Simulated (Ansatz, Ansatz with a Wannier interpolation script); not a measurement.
# CsCdCl3 (Pm-3m): what limits a Wannier interpolation of GW

Aim: vary the Wannier model and the GW settings for CsCdCl3 (Pm-3m) and see what the interpolated bands lose.

Program: Ansatz 0.2.0. Level of theory: maximally localised Wannier functions, LDA, plane waves, PAW. Results are calculated unless marked as measured.

The database entry behind the starting cell is an old determination (1928), so it need not match the best structure at ambient conditions.

### 1. The starting structure

It takes space group Pm-3m (No. 221, cubic). Conventional cell: a = 5.200 Å, b = 5.200 Å, c = 5.200 Å, α = 90.00°, β = 90.00°, γ = 90.00°. Nearest to Cs lie 12 Cl at 3.68 Å. Nearest to Cd lie 6 Cl at 2.60 Å. Cl has 2 Cd at 2.60 Å and 4 Cs at 3.68 Å nearest. Farther neighbours and most contacts between anions are not listed.

The cell and positions come from the Crystallography Open Database and are kept as given unless a step says otherwise. Spin-orbit coupling is left out unless a step names it. The default PAW set here is soft_2. Its files were made with PBE.

### 2. Wannier model on 8×8×8

Localised functions give a small Hamiltonian that interpolates between mesh points at no cost.

input.yaml

```yaml
crystal:
  lattice:
    - [5.2, 0.0, 0.0]
    - [0.0, 5.2, 0.0]
    - [0.0, 0.0, 5.2]
  atoms:
    - { symbol: Cs, position: [0.0, 0.0, 0.0] }
    - { symbol: Cd, position: [0.5, 0.5, 0.5] }
    - { symbol: Cl, position: [0.0, 0.5, 0.5] }
    - { symbol: Cl, position: [0.5, 0.0, 0.5] }
    - { symbol: Cl, position: [0.5, 0.5, 0.0] }
kpoints:
  mp_grid: { grid: [4, 4, 4] }
hamiltonian:
  xc: lda
scf:
  occupations: { method: fixed }
  n_extra_bands: 74
output:
  wannier:
    kmesh: [8, 8, 8]
    projections: [{ species: Cd, l: s, shell: 5 }, { species: Cl, l: p, shell: 3 }]
    minimise: true
    write_hr: true
    seedname: w
    conv_tol: 1.0e-07
    max_iter: 4000
    disentanglement:
      window: [-1.62, 12.17]
      frozen_window: [-1.62, 5.71]
      conv_tol: 1.0e-08
```

Started as:

```sh
$ ansatz run input.yaml --threads 4 --pin off --max-ram 18432MiB --backend cpu --events-out ev --progress --plain --runs-dir out
```

Numbers of over 12 decimals in the logs are rounded to 6 here.

The program printed:

```text
scf.n_extra_bands = 74 over 25 filled bands (N_el = 50.0): the run solves 99 bands
Engine: ansatz 0.2.0, aarch64-unknown-linux-gnu
Pseudopotentials: kind: paw
Pseudopotential: Cs, paw, valence charge 9, recommended cutoff 420 eV (normal), Cs.paw.azcp
Pseudopotential: Cd, paw, valence charge 20, recommended cutoff 420 eV (normal), Cd.paw.azcp
Pseudopotential: Cl, paw, valence charge 7, recommended cutoff 420 eV (normal), Cl.paw.azcp
Functional definition: SPW92
  exchange = slater_x
  correlation = pw_c
Crystal: 5 atoms, lattice volume = 140.608 Å³
Basis set: ecut = 420 eV, 2777 PW (Γ)
Bands: 99, of which v1, the nominal top of the filled ones, is band 25 counted from 1 (24 counted from 0)
Symmetry: 48 space group operations
Space group: Pm-3m (ITA 221), of the structure as read, at distance tolerance 5.2e-5 Å
k-points: 10 of 64
Non-local potential: Cs, projectors of the file, l = 0: 3, l = 1: 2, l = 2: 2, l = 3: 2
Non-local potential: Cd, projectors of the file, l = 0: 3, l = 1: 2, l = 2: 2, l = 3: 1
Non-local potential: Cl, projectors of the file, l = 0: 2, l = 1: 2, l = 2: 2
PAW form: soft (Blöchl's): semilocal exchange-correlation on the pseudo side does not see the compensation charge
PAW frozen core: Cs, regenerated for the run's functional, and the local potential with it (the file was generated under x = pbe(κ = 0.804, μ = 0.219515), c = pbe(β = 0.066725))
PAW frozen core: Cd, regenerated for the run's functional, and the local potential with it (the file was generated under x = pbe(κ = 0.804, μ = 0.219515), c = pbe(β = 0.066725))
PAW frozen core: Cl, regenerated for the run's functional, and the local potential with it (the file was generated under x = pbe(κ = 0.804, μ = 0.219515), c = pbe(β = 0.066725))
PAW one-centre angular grid: Cs, 194 points (default); XC on 64 Gauss nodes
PAW one-centre angular grid: Cd, 590 points (default); XC on 64 Gauss nodes
PAW one-centre angular grid: Cl, 110 points (default); XC on 64 Gauss nodes
Initial density: superposition of atomic densities (neutral atoms: chi_scale 0, normalization atom), corrected by the library's trained network
Initial wavefunctions: pseudopotential atomic-orbital guess
Functional: x = slater, c = lda
SCF iter   1: F=—  HF=-16762.450729 eV  |F-HF|=—  |Δ(HF+E_count)|=         —  Δρ=7.42e-3  dr2=7.36e-2  ethr=1.77e-3  ⟨swp⟩=4.8  Hψ=3369  notcnv=0  defer=707
preconditioner: auto → Resta (q_TF=auto, 2.296 Å⁻¹)  ε∞=1.6  [insulator: Δε(μ)=1.389 eV  Ē_g=25.795 eV  n_scr=26 (ndim 8)  ℏωp=20.3 eV  f_vac=0.041  ε∞_Penn≈1.6]
SCF iter   2: F=—  HF=-16762.428087 eV  |F-HF|=—  |Δ(HF+E_count)|=   2.26e-2  Δρ=2.88e-3  dr2=6.88e-3  ethr=1.47e-4  ⟨swp⟩=2.0  Hψ=1161  notcnv=0  defer=709
SCF iter   3: F=—  HF=-16762.426332 eV  |F-HF|=—  |Δ(HF+E_count)|=   1.76e-3  Δρ=9.08e-4  dr2=6.83e-4  ethr=1.38e-5  ⟨swp⟩=2.0  Hψ=551  notcnv=0  defer=715
SCF iter   4: F=—  HF=-16762.426188 eV  |F-HF|=—  |Δ(HF+E_count)|=   1.44e-4  Δρ=1.16e-4  dr2=1.51e-5  ethr=1.37e-6  ⟨swp⟩=2.0  Hψ=519  notcnv=0  defer=672
SCF iter   5: F=—  HF=-16762.426182 eV  |F-HF|=—  |Δ(HF+E_count)|=   6.11e-6  Δρ=3.43e-5  dr2=1.29e-6  ethr=3.01e-8  ⟨swp⟩=2.0  Hψ=552  notcnv=0  defer=669
SCF iter   6: F=-16762.426182 eV  HF=-16762.426182 eV  |F-HF|=2.55e-8  |Δ(HF+E_count)|=   4.62e-7  Δρ=7.21e-6  dr2=6.87e-8  ethr=2.00e-10  ⟨swp⟩=14.1  Hψ=8390  notcnv=0
SCF 1 converged in 6 iterations: F = -16762.426182 eV  dr2 = 6.87e-8
[...]
NSCF: frozen V_eff on 38 k-points
the Wannier pass solved 38 of the 512 points of its mesh, and has the states at the others by symmetry: states obtained by the crystal's operations at points that were solved too leave a residual of 5.00e-13 eV (read by the count's bands and the next), within 5.56e-6 eV
SCF converged after 6 iterations
Free energy (F): -16762.426182 eV
Harris-Foulkes:  -16762.426182 eV  (|F-HF|=2.55e-8)
Internal energy: -16762.426182 eV  (E = F + TS)
E sigma→0 (E₀):  -16762.426182 eV
Fermi energy:    3.696862 eV
--- Per-component energies (eV) ---
  E_band       = -629.881027
  E_kinetic    = 1130.387314
  E_local      = -5640.936082  (includes V_loc(G=0)·N_el)
  E_nonlocal   = 165.995795
  E_hartree    = 2493.988156
  E_xc         = -665.458689
  E_vxc        = -711.576526  (∫ρ·V_xc dr)
  E_paw        = -10727.634202  (= ΣΔE_a)
  E_vpaw       = -561.732029  (= ΣTr[D̂ρ^β])
  E_aug_tail   = 0.000305  (compensation charges beyond the density's cutoff)
  E_ewald      = -3520.377381
  E_core_change = 1.608600  (= ΣΔE_core)
  E_smearing   = -0.000000  (= −TS)
  E_closure    = -0.000000  (closes the sum)
  Σ components = -16762.426182   (vs F -16762.426182, Δ=0.00e0)
--- Band table (eV; the first three rows and the last of 10) ---
  k-point 0: bands = [... 21 lower, 2.7812, 3.1106, 3.1106, 3.1106, 5.2076, 9.2589, 9.5908, 9.5908, ... 70 higher]
  k-point 1: bands = [... 21 lower, 2.7430, 2.7430, 3.0125, 3.0125, 6.4044, 9.9278, 10.1751, 10.2588, ... 70 higher]
  k-point 2: bands = [... 21 lower, 2.7886, 2.7886, 2.8411, 2.8411, 7.9504, 10.6177, 10.9256, 11.4345, ... 70 higher]
  k-point 9: bands = [... 21 lower, 3.4249, 3.4249, 3.6969, 3.6969, 9.3457, 9.3457, 9.3457, 10.9459, ... 70 higher]
Wannier search: line search 1 of at most 4000: gauge-dependent spread (as the search counts it) 0.3194312 Å², largest recent change 1.0e-1 Å² and fall left 3.9e-5 Å² against conv_tol 1.0e-7 Å², 0 stops escaped
```

Run time: 27 s. Hardware: 4 threads of Arm Neoverse V1, shared host; peak memory 2.7 GiB.

The column dr2 measures how far the density is from self-consistency, as an energy; F and HF (Harris–Foulkes) agree once it is small.

Numbers from this step:

```yaml
gauge_invariant_spread: 21.54 Å²
diagonal_spread: 5.33e-26 Å²
off_diagonal_spread: 0.3193 Å²
total_spread: 21.86 Å²
least_projectability: 0.5425
localisation_steps: 8
disentanglement_steps: 166
r_m_s_interpolation_error: 4.56e-4 eV
r_m_s_error_near_the_gap: 4.10e-4 eV
```

Near the gap the model misses directly solved bands by 0.4 meV r.m.s. and by 4 meV at most in the window tested. This tests the starting bands, not the corrections carried with them.

### 3. Wannier model on 4×4×4

input.yaml: that of step 2 with these lines changed.

```diff
@@ -20,3 +20,3 @@
   wannier:
-    kmesh: [8, 8, 8]
+    kmesh: [4, 4, 4]
     projections: [{ species: Cd, l: s, shell: 5 }, { species: Cl, l: p, shell: 3 }]
```

The program printed:

```text
[...]
Crystal: 5 atoms, lattice volume = 140.608 Å³
Basis set: ecut = 420 eV, 2777 PW (Γ)
Bands: 99, of which v1, the nominal top of the filled ones, is band 25 counted from 1 (24 counted from 0)
Symmetry: 48 space group operations
[...]
k-points: 10 of 64
[...]
SCF iter   1: F=—  HF=-16762.450729 eV  |F-HF|=—  |Δ(HF+E_count)|=         —  Δρ=7.42e-3  dr2=7.36e-2  ethr=1.77e-3  ⟨swp⟩=4.8  Hψ=3369  notcnv=0  defer=707
[...]
SCF iter   6: F=-16762.426182 eV  HF=-16762.426182 eV  |F-HF|=2.55e-8  |Δ(HF+E_count)|=   4.62e-7  Δρ=7.21e-6  dr2=6.87e-8  ethr=2.00e-10  ⟨swp⟩=14.1  Hψ=8390  notcnv=0
SCF 1 converged in 6 iterations: F = -16762.426182 eV  dr2 = 6.87e-8
[...]
NSCF: frozen V_eff on 13 k-points
[...]
SCF converged after 6 iterations
Free energy (F): -16762.426182 eV
[...]
Internal energy: -16762.426182 eV  (E = F + TS)
E sigma→0 (E₀):  -16762.426182 eV
Fermi energy:    3.696862 eV
[...]
--- Band table (eV; the first three rows and the last of 10) ---
  k-point 0: bands = [... 21 lower, 2.7812, 3.1106, 3.1106, 3.1106, 5.2076, 9.2589, 9.5908, 9.5908, ... 70 higher]
  k-point 1: bands = [... 21 lower, 2.7430, 2.7430, 3.0125, 3.0125, 6.4044, 9.9278, 10.1751, 10.2588, ... 70 higher]
  k-point 2: bands = [... 21 lower, 2.7886, 2.7886, 2.8411, 2.8411, 7.9504, 10.6177, 10.9256, 11.4345, ... 70 higher]
  k-point 9: bands = [... 21 lower, 3.4249, 3.4249, 3.6969, 3.6969, 9.3457, 9.3457, 9.3457, 10.9459, ... 70 higher]
[...]
```

Elapsed: 9.1 s, on 4 threads; peak memory 0.64 GiB; 34 s of CPU time.

Numbers from this step:

| Item | Value |
| --- | --- |
| gauge-invariant spread | 19.84 Å² |
| diagonal spread | 4.62e-28 Å² |
| off-diagonal spread | 0.4338 Å² |
| total spread | 20.28 Å² |
| least projectability | 0.5425 |
| localisation steps | 8 |
| disentanglement steps | 48 |
| r.m.s. interpolation error | 0.007988 eV |
| r.m.s. error near the gap | 0.005558 eV |

Near the gap the model misses directly solved bands by 5.6 meV r.m.s. and by 42 meV at most in the window tested. This tests the starting bands, not the corrections carried with them.

Frozen up to 2.01 eV; above it the model need not follow the bands. Electronic bands along the path, in eV, zero at the valence-band top; v1 is the highest filled band, c1 the lowest empty one:

| point | v4 | v3 | v2 | v1 | c1 |
| --- | --- | --- | --- | --- | --- |
| Γ | -0.92 | -0.59 | -0.59 | -0.59 | 1.51 |
| halfway | -0.95 | -0.95 | -0.68 | -0.68 | 2.71 |
| X | -0.91 | -0.91 | -0.86 | -0.86 | 4.25 |
| halfway | -1.01 | -0.98 | -0.54 | -0.53 | 4.75 |
| M | -1.07 | -1.07 | -0.29 | -0.01 | 6.04 |
| halfway | -1.02 | -0.80 | -0.80 | -0.42 | 3.44 |
| Γ | -0.92 | -0.59 | -0.59 | -0.59 | 1.51 |
| halfway | -1.22 | -0.61 | -0.46 | -0.46 | 3.94 |
| R | -0.27 | -0.27 | 0.00 | 0.00 | 7.84 |
| halfway | -0.65 | -0.57 | -0.55 | -0.50 | 5.14 |
| X | -0.91 | -0.91 | -0.86 | -0.86 | 4.25 |
| jump to R | -0.27 | -0.27 | 0.00 | 0.00 | 7.84 |
| halfway | -0.59 | -0.59 | -0.28 | 0.00 | 6.34 |
| M | -1.07 | -1.07 | -0.29 | -0.01 | 6.04 |

The same for Kohn-Sham, solved directly:

```
point     v4     v3     v2     v1    c1
    Γ  -0.92  -0.59  -0.59  -0.59  1.51
    X  -0.91  -0.91  -0.86  -0.86  4.25
    M  -1.07  -1.07  -0.29  -0.01  6.04
    Γ  -0.92  -0.59  -0.59  -0.59  1.51
    R  -0.27  -0.27   0.00   0.00  5.65
    X  -0.91  -0.91  -0.86  -0.86  4.25
    R  -0.27  -0.27   0.00   0.00  5.65
    M  -1.07  -1.07  -0.29  -0.01  6.04
```

### 4. A faulty Wannier input

input.yaml: that of step 3 with these lines changed.

```diff
@@ -28,4 +28,4 @@
     disentanglement:
-      window: [-1.62, 12.17]
-      frozen_window: [-1.62, 5.71]
+      window: [-1.62, 5.21]
+      frozen_window: [-1.62, 5.01]
       conv_tol: 1.0e-08
```

The program printed:

```text
scf.n_extra_bands = 74 over 25 filled bands (N_el = 50.0): the run solves 99 bands
Engine: ansatz 0.2.0, aarch64-unknown-linux-gnu
Pseudopotentials: kind: paw
Pseudopotential: Cs, paw, valence charge 9, recommended cutoff 420 eV (normal), Cs.paw.azcp
Pseudopotential: Cd, paw, valence charge 20, recommended cutoff 420 eV (normal), Cd.paw.azcp
Pseudopotential: Cl, paw, valence charge 7, recommended cutoff 420 eV (normal), Cl.paw.azcp
Functional definition: SPW92
  exchange = slater_x
  correlation = pw_c
Crystal: 5 atoms, lattice volume = 140.608 Å³
Basis set: ecut = 420 eV, 2777 PW (Γ)
Bands: 99, of which v1, the nominal top of the filled ones, is band 25 counted from 1 (24 counted from 0)
Symmetry: 48 space group operations
Space group: Pm-3m (ITA 221), of the structure as read, at distance tolerance 5.2e-5 Å
k-points: 10 of 64
Non-local potential: Cs, projectors of the file, l = 0: 3, l = 1: 2, l = 2: 2, l = 3: 2
Non-local potential: Cd, projectors of the file, l = 0: 3, l = 1: 2, l = 2: 2, l = 3: 1
Non-local potential: Cl, projectors of the file, l = 0: 2, l = 1: 2, l = 2: 2
PAW form: soft (Blöchl's): semilocal exchange-correlation on the pseudo side does not see the compensation charge
PAW frozen core: Cs, regenerated for the run's functional, and the local potential with it (the file was generated under x = pbe(κ = 0.804, μ = 0.219515), c = pbe(β = 0.066725))
PAW frozen core: Cd, regenerated for the run's functional, and the local potential with it (the file was generated under x = pbe(κ = 0.804, μ = 0.219515), c = pbe(β = 0.066725))
[...]
NSCF: frozen V_eff on 13 k-points
the Wannier pass solved 13 of the 64 points of its mesh, and has the states at the others by symmetry: states obtained by the crystal's operations at points that were solved too leave a residual of 7.23e-13 eV (read by the count's bands and the next), within 4.17e-6 eV
SCF converged after 6 iterations
Free energy (F): -16762.426182 eV
Harris-Foulkes:  -16762.426182 eV  (|F-HF|=2.55e-8)
Internal energy: -16762.426182 eV  (E = F + TS)
E sigma→0 (E₀):  -16762.426182 eV
Fermi energy:    3.696862 eV
--- Per-component energies (eV) ---
  E_band       = -629.881027
  E_kinetic    = 1130.387314
  E_local      = -5640.936082  (includes V_loc(G=0)·N_el)
  E_nonlocal   = 165.995795
  E_hartree    = 2493.988156
  E_xc         = -665.458689
  E_vxc        = -711.576526  (∫ρ·V_xc dr)
  E_paw        = -10727.634202  (= ΣΔE_a)
  E_vpaw       = -561.732029  (= ΣTr[D̂ρ^β])
  E_aug_tail   = 0.000305  (compensation charges beyond the density's cutoff)
  E_ewald      = -3520.377381
  E_core_change = 1.608600  (= ΣΔE_core)
  E_smearing   = -0.000000  (= −TS)
  E_closure    = -0.000000  (closes the sum)
  Σ components = -16762.426182   (vs F -16762.426182, Δ=0.00e0)
--- Band table (eV; the first three rows and the last of 10) ---
  k-point 0: bands = [... 21 lower, 2.7812, 3.1106, 3.1106, 3.1106, 5.2076, 9.2589, 9.5908, 9.5908, ... 70 higher]
  k-point 1: bands = [... 21 lower, 2.7430, 2.7430, 3.0125, 3.0125, 6.4044, 9.9278, 10.1751, 10.2588, ... 70 higher]
  k-point 2: bands = [... 21 lower, 2.7886, 2.7886, 2.8411, 2.8411, 7.9504, 10.6177, 10.9256, 11.4345, ... 70 higher]
  k-point 9: bands = [... 21 lower, 3.4249, 3.4249, 3.6969, 3.6969, 9.3457, 9.3457, 9.3457, 10.9459, ... 70 higher]
Error: output.wannier: at mesh point 1 (counted from 0) output.wannier.disentanglement.window holds 9 states for 10 functions, beside 0 of inner shells that are left out. Raise the window's top, and output.wannier.disentanglement.top_band where it is typed. No Wannier file is written
```

The job ended after 8.7 s (4 threads; peak memory 0.64 GiB).

The self-consistent loop converged; the step after it was not made. The program's words: output.wannier: at mesh point 1 (counted from 0) output.wannier.disentanglement.window holds 9 states for 10 functions, beside 0 of inner shells that are left out. Raise the window's top, and output.wannier.disentanglement.top_band where it is typed. No Wannier file is written

The fault put into this input: an outer window with too few states.

(Continued in part 2 of 2.)

[Paths, hosts, dates, memory and timing lines, banners, echoed tables and standing remarks are left out of the program output.]

[Logs are printed without paths, hosts, clocks, repeated set-up lines and the standing remarks that a program may print on its own settings, such as how far it seeks lower states.]

[Runs of the session that timed out or met a known fault of the program may be left out.]

[Hosts, paths, dates, database ids (printed as entryN), source tags and the programs' standing remarks are cut or masked in the printed files.]
